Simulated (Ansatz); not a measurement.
# (CaSe)3(AgBr)1 [001] superlattice, started as rocksalt type: phonons and vibrational spectra, part 2 of 2

Aim: the vibrations of (CaSe)3(AgBr)1 [001] superlattice, started as rocksalt type, their spectra, and whether the structure is stable.

Ansatz 0.2.0; DFT PBEsol, scalar-relativistic, plane waves, PAW.

So far. Step 3 (Relaxing to small forces for the phonons): The largest force component left is 0.79 meV/Å and the pressure is -0.002 GPa, within the tolerances set. The cell now holds 24.74 Å³/atom. The relaxed cell has a = 4.152, c = 11.477 Å (conventional setting).

The structure was built from a prototype and need not be the compound's stable phase.

### Step 4. Zone-centre response (continued)

Activity x (w_L - w)^4 (n + 1)/w, 532 nm, 300 K; the tensors are static ones, while 532 nm light lies above the computed direct gap, where resonance would change the heights; modes without the macroscopic field alone. Raman lines, with heights relative to the strongest:

```
position (cm⁻¹)  lines merged  relative intensity
             24             1                 0.0
             49             1                 100
             62             1                 0.0
             70             1                 0.0
             82             1                 0.0
            125             1                 3.9
            127             1                 0.0
            144             1                 0.0
            180             2                  16
            185             1                 0.0
            186             1                 0.0
            214             2                 2.0
```

Before it was imposed, the acoustic sum rule was missed by 6.9e-5 eV/Å² and the charge sum rule by 0.026 e. Small misses are needed for a sound result but don't prove that mesh and cutoff are converged. The lowest optical mode is real, 23.7 cm⁻¹.

The log warns of the k mesh: “the force constants stand on the 8×8×2 k-mesh, whose period is 9.80 times the interband length at k = (0.0000, 0.0000, 0.0000), direct gap 2.173 eV, under 14: take them and everything formed from them as unconverged”.

### Step 5. Isotope substitution, element Ag, natural mass 107.868 amu

An isotope changes the mass and not the force constants, so no new electronic calculation is needed; the shifts show which modes move this element.

The same force constants with the mass of Ag changed from 107.868 to 108.905 u (phonopy, no LO-TO term). Both lists are sorted by frequency; levels can cross, so a row need not hold one and the same mode. Modes under 3 cm⁻¹ are left out. Isotope shifts, by row:

```
    q  rank  natural mass (cm⁻¹)  changed mass (cm⁻¹)
0 0 0     4                23.73                23.67
0 0 0     5                23.73                23.67
0 0 0     6                49.15                49.15
0 0 0     7                49.15                49.15
0 0 0     8                61.87                61.67
0 0 0     9                 70.5                 70.5
0 0 0    10                 70.5                 70.5
0 0 0    11                82.15                82.07
0 0 0    12                82.15                82.07
0 0 0    13                124.9                124.9
0 0 0    14                126.6                126.5
0 0 0    15                144.3                144.3
0 0 0    16                179.7                179.7
0 0 0    17                179.7                179.7
0 0 0    18                180.5                180.5
0 0 0    19                180.5                180.5
0 0 0    20                185.3                185.3
0 0 0    21                186.2                186.2
0 0 0    22                186.2                186.2
0 0 0    23                213.6                213.6
0 0 0    24                213.9                213.9
```

A mode of this element alone would shift by -0.48 %. The highest zone-centre frequency without the field goes from 213.9 to 213.9 cm⁻¹ (+0.0 %). The product of the frequency ratios over all optical modes at Γ is 0.989; the product rule, (m/m′)^(3k/2) (M′/M)^(3/2) with k = 1 such atoms and M the mass of the cell, gives 0.989.

### Step 6. Isotope substitution, element Br, natural mass 79.904 amu

The same for Br, from 79.90 to 80.92 u.

A mode of this element alone would shift by -0.63 %. The highest zone-centre frequency without the field goes from 213.9 to 213.6 cm⁻¹ (-0.1 %). The product of the frequency ratios over all optical modes at Γ is 0.985; the product rule, (m/m′)^(3k/2) (M′/M)^(3/2) with k = 1 such atoms and M the mass of the cell, gives 0.984.

### Step 7. Isotope substitution, element Ca, natural mass 40.078 amu

The same for Ca, from 40.08 to 47.95 u.

A mode of this element alone would shift by -8.58 %. The highest zone-centre frequency without the field goes from 213.9 to 202.3 cm⁻¹ (-5.5 %). The product of the frequency ratios over all optical modes at Γ is 0.476; the product rule, (m/m′)^(3k/2) (M′/M)^(3/2) with k = 3 such atoms and M the mass of the cell, gives 0.475.

### Step 8. Another isotope, element Se, natural mass 78.971 amu

The same for Se, from 78.97 to 81.92 u.

The same force constants with the mass of Se changed from 78.971 to 81.917 u (phonopy, no LO-TO term). Both lists are sorted by frequency; levels can cross, so a row need not hold one and the same mode. Modes under 3 cm⁻¹ are left out. Isotope shifts, by row:

```
    q  rank  natural mass (cm⁻¹)  changed mass (cm⁻¹)
0 0 0     4                23.73                23.65
0 0 0     5                23.73                23.65
0 0 0     6                49.15                48.57
0 0 0     7                49.15                48.57
0 0 0     8                61.87                61.73
0 0 0     9                 70.5                69.65
0 0 0    10                 70.5                69.65
0 0 0    11                82.15                82.09
0 0 0    12                82.15                82.09
0 0 0    13                124.9                122.8
0 0 0    14                126.6                125.5
0 0 0    15                144.3                142.9
0 0 0    16                179.7                178.5
0 0 0    17                179.7                178.5
0 0 0    18                180.5                179.4
0 0 0    19                180.5                179.4
0 0 0    20                185.3                184.2
0 0 0    21                186.2                185.2
0 0 0    22                186.2                185.2
0 0 0    23                213.6                213.2
0 0 0    24                213.9                213.7
```

A mode of this element alone would shift by -1.81 %. The highest zone-centre frequency without the field goes from 213.9 to 213.7 cm⁻¹ (-0.1 %). The product of the frequency ratios over all optical modes at Γ is 0.869; the product rule, (m/m′)^(3k/2) (M′/M)^(3/2) with k = 3 such atoms and M the mass of the cell, gives 0.869.

### Step 9. Summary of results

| Quantity | Value |
| --- | --- |
| space group after relaxation (within 0.01 Å) | P4/mmm |
| volume per atom | 24.7 Å³ |
| gap on the k-mesh | 1.83 eV |
| highest optical mode at the zone centre (no LO-TO term) | 214 cm⁻¹ |
| top of the zone-centre spectrum with the field | 255 cm⁻¹ |
| lowest optical zone-centre mode | 23.7 cm⁻¹ |
| mean high-frequency dielectric constant | 6.05 |
| mean static dielectric constant | 12.9 |
| largest Born charge (third of the trace) | 2.40 e |
| imaginary modes at Γ (the only wavevector solved) | none |

What this shows: The structure is stable against zone-centre distortions, since no mode there is imaginary; other wavevectors were not solved, so zone-boundary instabilities are untested. Without the field, the optical modes at Γ span 24 to 214 cm⁻¹. No dispersion was computed. The highest mode in this list at Γ, 213.9 cm⁻¹, has its largest share on Ca (66 % of the kinetic energy). With the macroscopic field of the longitudinal modes the top of the zone-centre spectrum lies at 255 cm⁻¹, against 214 cm⁻¹ without it. Lattice motion raises the mean dielectric constant from 6.054 to 12.86. The strongest infrared line is at 180 cm⁻¹. Averaged over orientations, the strongest Raman line at 532 nm and 300 K is at 49 cm⁻¹. The tensors are the static, non-resonant ones, while 532 nm light (2.33 eV) lies above the computed gap. With the field response the log warns that the k mesh is coarse for the force constants too, so the frequencies may not be converged. The starting cell was built on a prototype and not taken from a measurement, so the phase need not exist. These are harmonic frequencies at zero temperature: anharmonic shifts, linewidths and thermal expansion are left out.

[Logs are printed without paths, hosts, clocks, repeated set-up lines and the standing remarks that a program may print on its own settings, such as how far it seeks lower states.]

[Hosts, paths, dates, database ids (printed as entryN), source tags and the programs' standing remarks are cut or masked in the printed files.]
